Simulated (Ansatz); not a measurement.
# The false plateau in GW convergence: KMgF3 (Pm-3m), part 2 of 2

Wanted: the G0W0 gap of KMgF3 (Pm-3m) over a grid of bands and cutoffs.

Ansatz 0.2.0; G0W0 on PBE, plane waves, PAW; PAW set soft_1. Known limits of the many-body steps: not at the basis limit; coarse k mesh.

So far. Step 7 (264 empty bands, screening to 150 eV): The G0W0 gap on the mesh is 11.238 eV.

## Step 8: 469 empty bands, screening to 220 eV

Input file input.yaml:

```yaml
crystal:
  lattice:
    - [3.9859, 0.0, 0.0]
    - [0.0, 3.9859, 0.0]
    - [0.0, 0.0, 3.9859]
  atoms:
    - { symbol: K, position: [0.5, 0.5, 0.5] }
    - { symbol: Mg, position: [0.0, 0.0, 0.0] }
    - { symbol: F, position: [0.5, 0.0, 0.0] }
    - { symbol: F, position: [0.0, 0.5, 0.0] }
    - { symbol: F, position: [0.0, 0.0, 0.5] }
kpoints:
  mp_grid: { grid: [4, 4, 4] }
hamiltonian:
  xc: pbe
  pseudopotentials: { kind: paw, azcp: { folder: soft_1 } }
scf:
  occupations: { method: fixed }
gw:
  n_empty_bands: 469
  ecut_chi: 220
  qp_bands: [v2, c2]
  qp_kpoints: band_edges
  screening: { model: contour_deformation }
```

Started as:

```
$ ansatz run input.yaml --threads 3 --pin off --max-ram 92160MiB --backend cuda --events-out ev --progress --plain --runs-dir out --devices 1 --max-vram 13GiB
```

Numbers of over 12 decimals in the logs are rounded to 6 here.

Output:

```text
GPUs: using 1 of 1 available (devices: 1).
[...]
GPU FFT provider: cuFFT
GPU libraries: cuBLAS 13.8.2, cuFFT 12.4.0, cuSOLVER 12.3.4
Crystal: 5 atoms, lattice volume = 63.326 Å³
Basis set: ecut = 420 eV, 1237 PW (Γ)
Bands: 25, of which v1, the nominal top of the filled ones, is band 20 counted from 1 (19 counted from 0)
Symmetry: 48 space group operations
[...]
k-points: 10 of 64
[...]
1    22     13.4064    -5.8786    -3.5699   -11.4573  0.8855    15.4347    15.4153  root
[...]
9    19      2.8226   -32.0704     5.2528   -24.1569  0.8071     0.1000     0.1618  root
     9    20      2.8226   -32.0704     5.2528   -24.1569  0.8071     0.1000     0.1618  root
     9    21     13.2845    -6.2326    -3.6582   -11.9028  0.8863    15.3155    15.2965  root
     9    22     13.2845    -6.2326    -3.6582   -11.9028  0.8863    15.3155    15.2965  root
[key lines of the parts left out:]
SCF converged after 8 iterations
Free energy (F): -5894.704414 eV
Fermi energy:    2.822569 eV
```

Wall time 21 s (1 × NVIDIA H100 80GB HBM3 (shared by 6 runs) with 3 threads of AMD EPYC 7R13 (Zen 3), shared host); peak memory 1.5 GiB; 27 s of CPU time.

The G0W0 gap on the mesh is 11.363 eV.

## Step 9: 143 empty bands, screening to 300 eV

input.yaml, as its differences from that of step 8:

```diff
@@ -19,4 +19,4 @@
 gw:
-  n_empty_bands: 469
-  ecut_chi: 220
+  n_empty_bands: 143
+  ecut_chi: 300
   qp_bands: [v2, c2]
```

Output:

```text
GPUs: using 1 of 1 available (devices: 1).
[...]
GPU FFT provider: cuFFT
GPU libraries: cuBLAS 13.8.2, cuFFT 12.4.0, cuSOLVER 12.3.4
Crystal: 5 atoms, lattice volume = 63.326 Å³
Basis set: ecut = 420 eV, 1237 PW (Γ)
Bands: 25, of which v1, the nominal top of the filled ones, is band 20 counted from 1 (19 counted from 0)
Symmetry: 48 space group operations
[...]
k-points: 10 of 64
[...]
1    22     13.4064    -5.8786    -3.3686   -11.4573  0.8861    15.6402    15.6166  root
[...]
9    19      2.8226   -32.0704     5.5963   -24.1569  0.8064     0.4594     0.5053  root
     9    20      2.8226   -32.0704     5.5963   -24.1569  0.8064     0.4594     0.5053  root
     9    21     13.2845    -6.2326    -3.4557   -11.9028  0.8868    15.5222    15.4991  root
     9    22     13.2845    -6.2326    -3.4557   -11.9028  0.8868    15.5222    15.4991  root
[key lines of the parts left out:]
SCF converged after 8 iterations
Free energy (F): -5894.704414 eV
Fermi energy:    2.822569 eV
```

Wall time 14 s (1 × NVIDIA H100 80GB HBM3 (shared by 6 runs) with 3 threads); peak memory 1.8 GiB; 18 s of CPU time.

The G0W0 gap on the mesh is 11.181 eV.

## Step 10: 747 empty bands, screening to 300 eV

input.yaml, as its differences from that of step 9:

```diff
@@ -19,3 +19,3 @@
 gw:
-  n_empty_bands: 143
+  n_empty_bands: 747
   ecut_chi: 300
```

Output:

```text
GPUs: using 1 of 1 available (devices: 1).
[...]
GPU FFT provider: cuFFT
GPU libraries: cuBLAS 13.8.2, cuFFT 12.4.0, cuSOLVER 12.3.4
Crystal: 5 atoms, lattice volume = 63.326 Å³
Basis set: ecut = 420 eV, 1237 PW (Γ)
Bands: 25, of which v1, the nominal top of the filled ones, is band 20 counted from 1 (19 counted from 0)
Symmetry: 48 space group operations
[...]
k-points: 10 of 64
[...]
1    22     13.4064    -5.8786    -3.6092   -11.4573  0.8853    15.3945    15.3760  root
[...]
9    19      2.8226   -32.0704     5.1587   -24.1569  0.8056     0.0006     0.0677  root
     9    20      2.8226   -32.0704     5.1587   -24.1569  0.8056     0.0006     0.0677  root
     9    21     13.2845    -6.2326    -3.6929   -11.9028  0.8861    15.2801    15.2619  root
     9    22     13.2845    -6.2326    -3.6929   -11.9028  0.8861    15.2801    15.2619  root
[key lines of the parts left out:]
SCF converged after 8 iterations
Free energy (F): -5894.704414 eV
Fermi energy:    2.822569 eV
```

The job ended after 30 s (1 × NVIDIA H100 80GB HBM3 (shared by 6 runs) with 3 threads; peak memory 2.1 GiB; 36 s of CPU time).

The G0W0 gap on the mesh is 11.428 eV.

## Step 11: The grid

Start PBE, 4×4×4 mesh. Times are wall times on 1 × NVIDIA H100 80GB HBM3 (shared by 6 runs) with 3 threads of AMD EPYC 7R13 (Zen 3), shared host, good to a factor of about two.

```
cutoff (eV)  plane waves at q = 0  bands summed  gap (eV)  Σc valence (eV)  Σc conduction (eV)   time
         50                    57            70    11.533             5.26               -3.13   11 s
         50                    57           284    11.322             5.11               -3.49   19 s
        100                   147           163    11.142             5.49               -3.29   11 s
        100                   147           767    11.168             5.33               -3.42   23 s
        150                   251            70    11.199             5.83               -2.90  9.6 s
        150                   251           284    11.238             5.39               -3.29   14 s
        220                   461           489    11.363             5.25               -3.31   21 s
        300                   739           163    11.181             5.60               -3.15   14 s
        300                   739           767    11.428             5.16               -3.34   30 s
```

## Step 12: Outcome

- 70 bands, 50 eV: 11.533 eV
- 284 bands, 50 eV: 11.322 eV
- 163 bands, 100 eV: 11.142 eV
- 767 bands, 100 eV: 11.168 eV
- 70 bands, 150 eV: 11.199 eV
- 284 bands, 150 eV: 11.238 eV
- 489 bands, 220 eV: 11.363 eV
- 163 bands, 300 eV: 11.181 eV
- 767 bands, 300 eV: 11.428 eV
- estimated limit along the diagonal: 11.54 eV
- mesh and start: 4×4×4, PBE

What this shows: At 50 eV, going from 70 to 284 bands moves the gap by −0.21 eV. At 100 eV, going from 163 to 767 bands moves the gap by +0.03 eV. At 150 eV, going from 70 to 284 bands moves the gap by +0.04 eV. At 300 eV, going from 163 to 767 bands moves the gap by +0.25 eV. At 70 bands, raising the cutoff from 50 to 150 eV moves it by −0.33 eV. At 284 bands, raising the cutoff from 50 to 150 eV moves it by −0.08 eV. At 163 bands, raising the cutoff from 100 to 300 eV moves it by +0.04 eV. At 767 bands, raising the cutoff from 100 to 300 eV moves it by +0.26 eV. Along the diagonal, where both rise together, the two highest rungs point to 11.54 eV. Gaps are over the mesh's points; an edge off the mesh would be missed. A low cutoff hides what high bands add, so a band series at one cutoff can look settled before the gap is. The 4×4×4 mesh is coarse for this cell (its supercell is 16 Å along the shortest edge). The RPA ε∞ on it, from the PBE start, is 2.01; such meshes misread the long-range screening, most where the gap is narrow. This is the ideal cubic cell; many perovskites, halides above all, are cubic only on average, and local tilts or off-centring can widen the gap.

[Paths, hosts, dates, memory and timing lines, banners, echoed tables and standing remarks are left out of the program output.]

[Logs are printed without paths, hosts, clocks, repeated set-up lines and the standing remarks that a program may print on its own settings, such as how far it seeks lower states.]

[Runs of the session that timed out or met a known fault of the program may be left out.]

[Cells called generated may have been cut or substituted from an entry of the Crystallography Open Database or the Materials Project.]

[Hosts, paths, dates, database ids (printed as entryN), source tags and the programs' standing remarks are cut or masked in the printed files.]
